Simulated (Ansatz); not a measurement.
## BeMoS3 (built on the sites of a database entry of BaMoO3): following an unstable mode

Which phase does BeMoS3 (built on the sites of a database entry of BaMoO3) fall into along its unstable mode, and how much energy does it gain?

Main program and level: Ansatz 0.2.0; DFT PBEsol, scalar-relativistic, plane waves, PAW.

Report form: the programs' logs are mostly left out.

The structure was built from a prototype and need not be the compound's stable phase.

### Step 1. The starting structure

The structure is cubic, space group Pm-3m (No. 221). Conventional cell: a = 4.621 Å, b = 4.621 Å, c = 4.621 Å, α = 90.00°, β = 90.00°, γ = 90.00°. Nearest to Be lie 12 S at 3.27 Å. Nearest to Mo lie 6 S at 2.31 Å. Nearest to S lie 2 Mo at 2.31 Å. Farther neighbours and most contacts between anions are not listed.

### Step 2. Phonons on a q mesh

The cell comes from relaxations at this level that are not shown. Stability and thermal properties need the whole zone. Linear response on a 2×2×2 q mesh gives force constants as far as a supercell of that size would.

input.yaml

```yaml
crystal:
  lattice:
    - [4.6206887221, 0.0, 0.0]
    - [0.0, 4.6206887221, 0.0]
    - [0.0, 0.0, 4.6206887221]
  atoms:
    - { symbol: Be, position: [0.5, 0.5, 0.5] }
    - { symbol: Mo, position: [0.0, 0.0, 0.0] }
    - { symbol: S, position: [0.0, 0.5, 0.0] }
    - { symbol: S, position: [0.0, 0.0, 0.5] }
    - { symbol: S, position: [0.5, 0.0, 0.0] }
kpoints:
  mp_grid: { grid: [6, 6, 6] }
hamiltonian:
  xc: pbesol
scf:
  occupations: { method: methfessel_paxton, width: 0.15 }
output:
  eigenvalues: true
phonons:
  method: dfpt
  qmesh: [2, 2, 2]
  temperatures: { t_max: 1000, t_step: 50 }
  qpath:
    path:
      - [[0.0, 0.0, 0.0], [0.0, 0.5, 0.0], [0.5, 0.5, 0.0], [0.0, 0.0, 0.0], [0.5, 0.5, 0.5], [0.0, 0.5, 0.0]]
      - [[0.5, 0.5, 0.5], [0.5, 0.5, 0.0]]
    npoints: 10
```

Started as:

```bash
ansatz run input.yaml --threads 8 --pin off --max-ram 14336MiB --backend cpu --events-out ev --progress --plain --runs-dir out
```

It took 35 s on 8 threads of Intel Xeon Platinum 8559C (Emerald Rapids), shared host; peak memory 0.89 GiB; 3.7 min of CPU time.

This step gave:

* volume per atom: 19.73 Å³
* gap on the k-mesh: 0 eV
* sum-rule residual before enforcement: 1.42e-4 eV/Å²
* lowest frequency on the path: -291.1 cm⁻¹
* point group: m-3m
* highest frequency on the path or at a solved wavevector: 522.2 cm⁻¹
* highest optical mode at the zone centre (no LO-TO term): 385.1 cm⁻¹
* lowest optical zone-centre mode: -282.7 cm⁻¹
* lowest mode on the q mesh (acoustic modes at Γ apart): -291.1 cm⁻¹

Frequencies (cm⁻¹) solved at each irreducible wavevector; negative means imaginary. Frequencies by wavevector, by row:

```tsv
q in reciprocal lattice units	star	mode 1	mode 2	mode 3	mode 4	mode 13	mode 14	mode 15
0 0 0	1	-282.7	-282.7	-282.7	-113.4	385.1	385.1	385.1
0 0 -0.5	3	-247.6	-247.6	-226.4	-153	366.7	366.7	453.4
0 -0.5 -0.5	3	-291.1	-291.1	-242.5	-199.5	341.4	345.1	489.5
-0.5 -0.5 -0.5	1	-264.1	-264.1	-264.1	-202	309.7	309.7	522.2
```

Interpolated from a 2×2×2 q mesh. Phonon branches along the path, in cm⁻¹:

```tsv
point	branch 1	branch 2	branch 3	branch 4	branch 12	branch 13	branch 14	branch 15
Γ	-283	-283	-283	-113	0	385	385	385
halfway	-267	-267	-256	-123	87	376	376	418
X	-248	-248	-226	-153	121	367	367	453
halfway	-273	-268	-245	-166	174	355	359	469
M	-291	-291	-242	-200	194	341	345	490
halfway	-277	-257	-252	-149	146	366	370	440
Γ	-283	-283	-283	-113	0	385	385	385
halfway	-268	-268	-254	-160	148	357	357	462
R	-264	-264	-264	-202	207	310	310	522
halfway	-271	-266	-260	-174	180	342	344	486
X	-248	-248	-226	-153	121	367	367	453
jump to R	-264	-264	-264	-202	207	310	310	522
halfway	-278	-278	-254	-201	201	327	328	505
M	-291	-291	-242	-200	194	341	345	490
```

Symmetry leaves 4 wavevectors to solve. The lowest mode among them, the acoustic zeros apart, lies at q = (0, -0.5, -0.5) and is imaginary, 291.1i cm⁻¹, so the energy falls along it.

### Step 3. The mode frozen in, largest atomic shift 0 Å

The mode followed lies at q = (0, -0.5, -0.5) with frequency 291.1i cm⁻¹ and is 2-fold degenerate, the softest among the wavevectors solved. At small amplitude the distorted cell has space group no. 65 by a symmetry search on the positions. The undistorted cell that holds it gives the zero of energy on the same k mesh.

System of this step: BeMoS3 (built on the sites of a database entry of BaMoO3). It takes space group Pm-3m (No. 221, cubic). Conventional cell: a = 4.621 Å, b = 4.621 Å, c = 4.621 Å, α = 90.00°, β = 90.00°, γ = 90.00°. Nearest to Be lie 12 S at 3.27 Å. Mo has 6 S at 2.31 Å nearest. Nearest to S lie 2 Mo at 2.31 Å. Nearest to S lie 2 Mo at 2.31 Å. Farther neighbours and most contacts between anions are not listed.

input.yaml

```yaml
crystal:
  lattice:
    - [-4.6206887221, 0.0, 0.0]
    - [0.0, -4.6206887221, -4.6206887221]
    - [0.0, -4.6206887221, 4.6206887221]
  atoms:
    - { symbol: Be, position: [0.5, 0.0, 0.5] }
    - { symbol: Be, position: [0.5, 0.5, 0.0] }
    - { symbol: Mo, position: [0.0, 0.0, 0.0] }
    - { symbol: Mo, position: [0.0, 0.5, 0.5] }
    - { symbol: S, position: [0.0, 0.75, 0.75] }
    - { symbol: S, position: [0.0, 0.25, 0.25] }
    - { symbol: S, position: [0.0, 0.25, 0.75] }
    - { symbol: S, position: [0.0, 0.75, 0.25] }
    - { symbol: S, position: [0.5, 0.0, 0.0] }
    - { symbol: S, position: [0.5, 0.5, 0.5] }
kpoints:
  mp_grid: { grid: [6, 6, 6] }
hamiltonian:
  xc: pbesol
scf:
  occupations: { method: methfessel_paxton, width: 0.15 }
output:
  forces: true
  stress: true
  eigenvalues: true
```

It took 2.4 s on 8 threads; peak memory 0.9 GiB.

This step gave:

- pressure: 0.03063 GPa
- energy from the undistorted cell: 0 meV/atom

The run ends at a pressure of 0.03 GPa.

### Step 4. The mode frozen in, largest atomic shift 0.6 Å

The atoms are moved along the unstable eigenvector, the largest shift by 0.6 Å, with the cell fixed.

input.yaml

```yaml
crystal:
  lattice:
    - [-4.6206887221, 0.0, 0.0]
    - [0.0, -4.6206887221, -4.6206887221]
    - [0.0, -4.6206887221, 4.6206887221]
  atoms:
    - { symbol: Be, position: [0.5, -0.0649253862, 0.4350746138] }
    - { symbol: Be, position: [0.5, 0.5649253862, 0.0649253862] }
    - { symbol: Mo, position: [0.0, 0.0064399621, -0.0064399621] }
    - { symbol: Mo, position: [0.0, 0.4935600379, 0.5064399621] }
    - { symbol: S, position: [0.0, 0.75, 0.75] }
    - { symbol: S, position: [0.0, 0.25, 0.25] }
    - { symbol: S, position: [0.0, 0.25, 0.75] }
    - { symbol: S, position: [0.0, 0.75, 0.25] }
    - { symbol: S, position: [0.5, -0.0139085581, 0.0139085581] }
    - { symbol: S, position: [0.5, 0.5139085581, 0.4860914419] }
kpoints:
  mp_grid: { grid: [6, 6, 6] }
hamiltonian:
  xc: pbesol
scf:
  occupations: { method: methfessel_paxton, width: 0.15 }
output:
  forces: true
  stress: true
  eigenvalues: true
```

The job ended after 3.2 s (8 threads; peak memory 0.96 GiB; 21 s of CPU time).

This step gave:

```
pressure                         : 0.02417 GPa
energy from the undistorted cell : -124.4 meV/atom
```

The energy, extrapolated to zero smearing, is -124.38 meV/atom against the undistorted cell.

The run ends at a pressure of 0.02 GPa, with forces up to 1.6 eV/Å.

### Step 5. Energy along the mode, all amplitudes (two of the runs are shown above)

An imaginary frequency means negative curvature, so the energy should fall and then rise again as anharmonic terms take over.

This step gave:

| Quantity | Value |
| --- | --- |
| depth at the lowest point sampled | 124.4 meV/atom |
| largest atomic shift at that point | 0.6 Å |

Table of energy from the parent by largest atomic shift:

```tsv
largest atomic shift (Å)	energy from the parent (meV/atom)
0.000	0
0.040	-0.548
0.080	-2.19
0.140	-6.73
0.220	-16.6
0.320	-35.2
0.450	-69.8
0.600	-124
```

Displacement at unit largest shift by atom:

```tsv
atom	x (Å)	y (Å)	z (Å)	size
Be1	0.00	1.00	0.00	1.00
Be2	0.00	-1.00	0.00	1.00
Mo3	0.00	0.00	-0.10	0.10
Mo4	0.00	0.00	0.10	0.10
S5	0.00	0.00	0.00	0.00
S6	0.00	0.00	0.00	0.00
S7	0.00	0.00	0.00	0.00
S8	0.00	0.00	0.00	0.00
S9	0.00	0.00	0.21	0.21
S10	0.00	0.00	-0.21	0.21
```

The lowest of the steps tried is the last one, at 0.6 Å, 124 meV/atom below the parent; the bottom of the well need not coincide with a step.

### Step 6. Relaxing from the distorted cell

Starting from the lowest point found, all atoms and the cell are let go, so that strain and other modes of the same symmetry can join in.

Changes to input.yaml since step 4:

```diff
@@ -26 +26,10 @@
   eigenvalues: true
+  write_density: true
+  write_potential: true
+  elf: true
+  volumetric_format: npy
+relax:
+  adjacent_minimum: "off"
+  f_tol: 0.002
+  max_steps: 120
+  cell: { stress_tol: 0.03 }
```

Run time: 38 s. Hardware: 8 threads; peak memory 1.1 GiB; 4.5 min of CPU time.

Relaxation path:

```tsv
step	energy less that of the first step (eV)	largest force component (eV/Å)	pressure (GPa)	volume (Å³)
1	0.0000	1.6221	0.02	197.31
2	-1.2195	2.2101	-0.23	197.86
3	-2.7841	2.4226	-0.09	198.48
4	-4.2461	1.0842	2.03	198.62
5	-4.1972	2.2133	0.45	207.62
6	-4.4418	0.4345	-0.74	205.33
7	-4.4549	0.1775	-0.12	204.35
8	-4.4568	0.0822	0.12	204.21
9	-4.4572	0.0058	0.01	204.46
10	-4.4572	0.0238	-0.02	204.47
11	-4.4573	0.0007	0.00	204.42
12*	-4.4578	0.0008	0.01	204.42
```

Relaxation steps marked * repeat the geometry before them on a plane-wave basis chosen anew for their cell, so energy and pressure can jump there. Relaxation step 5 was tried and not accepted.

The run keeps the 8 symmetry operations that it works with, so distortions that break them were not tested.

```tsv
conventional cell, symmetrised	before	after	change
a (Å)	9.241	9.117	-1.3 %
b (Å)	9.241	9.469	+2.5 %
c (Å)	4.621	4.735	+2.5 %
volume (Å³/atom)	19.73	20.44	+3.6 %
```

The atoms that moved most (Å, as changes of fractional coordinates times the final cell):

```tsv
atom	dx	dy	dz	length
Be2	0.000	-0.662	0.000	0.662
Be1	0.000	0.662	0.000	0.662
S10	0.000	0.000	-0.458	0.458
S9	0.000	0.000	0.458	0.458
Mo3	0.000	0.000	-0.102	0.102
Mo4	0.000	0.000	0.102	0.102
```

The relaxed structure:

```
Be Mo S
1.0
    -4.73540    0.00000    0.00000
     0.00000   -4.55867   -4.73468
     0.00000   -4.55867    4.73468
Be Mo S
2 2 6
Direct
  0.50000 0.86245 0.36245
  0.50000 0.63755 0.13755
  0.00000 0.01723 0.98277
  0.00000 0.48277 0.51723
  0.00000 0.75000 0.75000
  0.00000 0.25000 0.25000
  0.00000 0.25000 0.75000
  0.00000 0.75000 0.25000
  0.50000 0.93768 0.06232
  0.50000 0.56232 0.43768
```

Numbers from this step:

```
pressure        : 0.006216 GPa
volume per atom : 20.44 Å³
```

Valence density in the ab plane of the conventional cell at fractional z = 0.000, with atoms of Mo and S within 0.2 Å of it. It is the smooth field of the valence electrons, not physical close to the nuclei.

Values in e/Å³, 13 rows by 16 columns, each cell a mean:
```
0.9 0.7 0.2 0.0 0.0 0.1 0.5 1.0 1.0 0.7 0.1 0.0 0.0 0.1 0.5 0.9
0.5 0.3 0.2 0.3 0.3 0.2 0.3 0.9 1.1 0.4 0.2 0.3 0.3 0.2 0.2 0.4
3.1 0.9 0.6 0.9 0.9 0.8 0.9 4.4 5.2 1.7 0.7 1.0 0.9 0.8 0.6 2.5
5.9 2.0 0.8 1.0 0.8 0.9 0.8 3.7 4.5 1.4 0.7 0.9 0.8 0.9 1.1 5.1
1.8 0.6 0.3 0.5 0.5 0.3 0.2 0.5 0.6 0.3 0.2 0.4 0.5 0.3 0.4 1.4
1.0 0.6 0.1 0.1 0.1 0.1 0.4 0.9 0.9 0.5 0.1 0.1 0.1 0.1 0.4 1.0
0.7 0.8 0.2 0.0 0.0 0.1 0.6 0.9 0.7 0.8 0.2 0.0 0.0 0.1 0.6 0.9
1.0 0.5 0.1 0.1 0.1 0.1 0.3 0.7 0.8 0.4 0.1 0.1 0.1 0.1 0.3 0.9
2.8 0.8 0.4 0.7 0.7 0.4 0.3 0.8 0.9 0.4 0.3 0.6 0.7 0.5 0.5 2.3
6.0 2.0 0.8 0.9 0.7 1.0 1.0 4.6 5.4 1.8 0.8 0.9 0.7 1.0 1.2 5.2
1.9 0.6 0.5 0.8 0.9 0.6 0.7 3.5 4.2 1.3 0.5 0.9 0.9 0.6 0.4 1.5
0.6 0.3 0.1 0.2 0.2 0.1 0.3 0.8 0.9 0.4 0.2 0.2 0.2 0.1 0.2 0.5
0.8 0.8 0.2 0.0 0.0 0.1 0.5 0.9 0.8 0.7 0.2 0.0 0.0 0.1 0.5 0.9
```
Columns run along a (9.1 Å), rows up along b (9.5 Å), edges of the conventional cell, whose origin can differ from the input's. Atoms in or near the plane, at fractional coordinates: Mo at (0.00, 0.27), Mo at (0.50, 0.77), Mo at (0.00, 0.73), Mo at (0.50, 0.23), S at (0.25, 0.75), S at (0.75, 0.25), S at (0.25, 0.25), S at (0.75, 0.75), S at (0.00, 0.50), S at (0.50, 0.00), S at (0.00, 0.00), S at (0.50, 0.50).

ELF in the ab plane of the conventional cell at fractional z = 0.000, with atoms of Mo and S within 0.2 Å of it. It is the smooth field of the valence electrons, not physical close to the nuclei.

Ten even steps from '_' (0.02) to '@' (0.85), each cell a mean:
```
--##@@%%--______..++@@@@++--##@@##::______..**@@@@++
@@@@%%++..__......--##@@%%%%@@%%++........__--##@@@@
##**==::::==**++--::--==++++++==::::++**++--..--++##
::::..--##@@@@@@%%==::--++++==::::**@@@@@@%%++::..::
**++::==@@@@##%%@@**::**######==--%%@@##%%@@##--==**
**##====@@**..--%%##--##**==##++==%%**..--%%##--**##
++##++==%%##--++@@##--**######==++@@##--++@@**--##**
##**----%%@@@@@@@@**::::====--::==%%@@@@@@@@++::++##
----::::++%%@@%%**--::::------::::++##%%%%**--::::--
####**--..::==--....==##@@@@%%**--..::----::::++####
##@@@@**::______..==%%@@%%##@@@@**::________==%%@@%%
..**@@%%--______::##@@@@--..**@@%%==______..**@@%%--
--##@@##::______..**@@@@++--##@@%%--______..++@@@@++
%%@@%%++........__--##@@@@@@@@%%++..__......--##@@%%
++++==::::++**++--..--++####**==::::==**++--::--==++
++==::::**@@@@@@%%++::..::::::..--##@@@@@@%%==::--++
####==--%%@@##%%@@##--==****++::==@@@@##%%@@**::**##
==##++==%%**..--%%##--**##**##====@@**..--%%##--##**
####==++@@##--++@@**--##**++##++==%%##--++@@##--**##
==--::==%%@@@@@@@@++::++####**----%%@@@@@@@@**::::==
----::::++##%%%%**--::::------::::++%%@@%%**--::::--
@@%%**--..::----::::++########**--..::==--....==##@@
##@@@@**::________==%%@@%%##@@@@**::______..==%%@@%%
..**@@%%==______..**@@%%--..**@@%%--______::##@@@@--
```
Columns run along a (9.1 Å), rows up along b (9.5 Å), edges of the conventional cell, whose origin can differ from the input's. Atoms in or near the plane, at fractional coordinates: Mo at (0.00, 0.27), Mo at (0.50, 0.77), Mo at (0.00, 0.73), Mo at (0.50, 0.23), S at (0.25, 0.75), S at (0.75, 0.25), S at (0.25, 0.25), S at (0.75, 0.75), S at (0.00, 0.50), S at (0.50, 0.00), S at (0.00, 0.00), S at (0.50, 0.50).

Electrostatic potential energy in the ab plane of the conventional cell at fractional z = 0.000, with atoms of Mo and S within 0.2 Å of it. With pseudopotentials it is smooth inside the atoms' cores, unlike the true potential.

Ten even steps from '0' (-64 eV) to '9' (12 eV), each cell a mean:
```
44799999998544479999999854
56899999999755689999999976
88999999999877899999999998
78999878998643579987899987
24788544687300158754468863
01586454576200047645457730
00487444587410268744458620
13688656798755689865678841
67899999999988899998999976
78999999999877899999999987
45899999999644589999999964
54699999998545469999999854
44799999998544479999999854
56899999999765689999999975
78999999999988899999999987
35799878999877899987899864
01587544688632478854468730
00476454577300158645457620
02687444586200048744458741
56898656788411368865679875
88999989999766789999999998
78999999999877899999999987
45899999999644589999999964
54699999998545469999999854
```
Columns run along a (9.1 Å; values clipped at the 3rd and 97th percentile), rows up along b (9.5 Å), edges of the conventional cell, whose origin can differ from the input's. Atoms in or near the plane, at fractional coordinates: Mo at (0.00, 0.27), Mo at (0.50, 0.77), Mo at (0.00, 0.73), Mo at (0.50, 0.23), S at (0.25, 0.75), S at (0.75, 0.25), S at (0.25, 0.25), S at (0.75, 0.75), S at (0.00, 0.50), S at (0.50, 0.00), S at (0.00, 0.00), S at (0.50, 0.50).

The distorted start has space group Cmmm; the relaxation ends in Cmmm.

### Step 7. Summary of results

| Quantity | Value |
| --- | --- |
| unstable mode of the parent | q = (0, -0.5, -0.5), 291i cm⁻¹ |
| depth at the lowest point sampled | 124 meV/atom |
| largest atomic shift at that point | 0.6 Å |
| space group reached (within 0.01 Å) | Cmmm |
| energy gained over the parent (first relaxation, on the mesh of the frozen mode) | 570 meV/atom |
| volume per atom, phase reached | 20.4 Å³ |

**Reading.** Along this mode the structure falls into Cmmm, 570 meV/atom below the parent. At the parent's cell the well is 124.4 meV/atom deep on the steps tried, with its lowest point at a shift of 0.6 Å. That is the last step tried, so the steps alone don't bracket the bottom of the well. Relaxing atoms and cell changes the gain by +445.90 meV/atom against the lowest step (energies at zero smearing). Most of the total comes from this relaxation. The modes of the phase reached were not computed on this path. Of the 6 patterns followed to their end from this parent, this one ends 84.8 meV/atom above the lowest, R3m. Each path keeps the symmetry of its pattern, so a lower phase may lie along a pattern not tried. With no gap, or one that is small against the smearing, the frequencies hang on the k mesh and the smearing, most of all near Kohn anomalies. The starting cell was built on a prototype and not taken from a measurement, so the phase need not exist.

[Logs are printed without paths, hosts, clocks, repeated set-up lines and the standing remarks that a program may print on its own settings, such as how far it seeks lower states.]

[Hosts, paths, dates, database ids (printed as entryN), source tags and the programs' standing remarks are cut or masked in the printed files.]
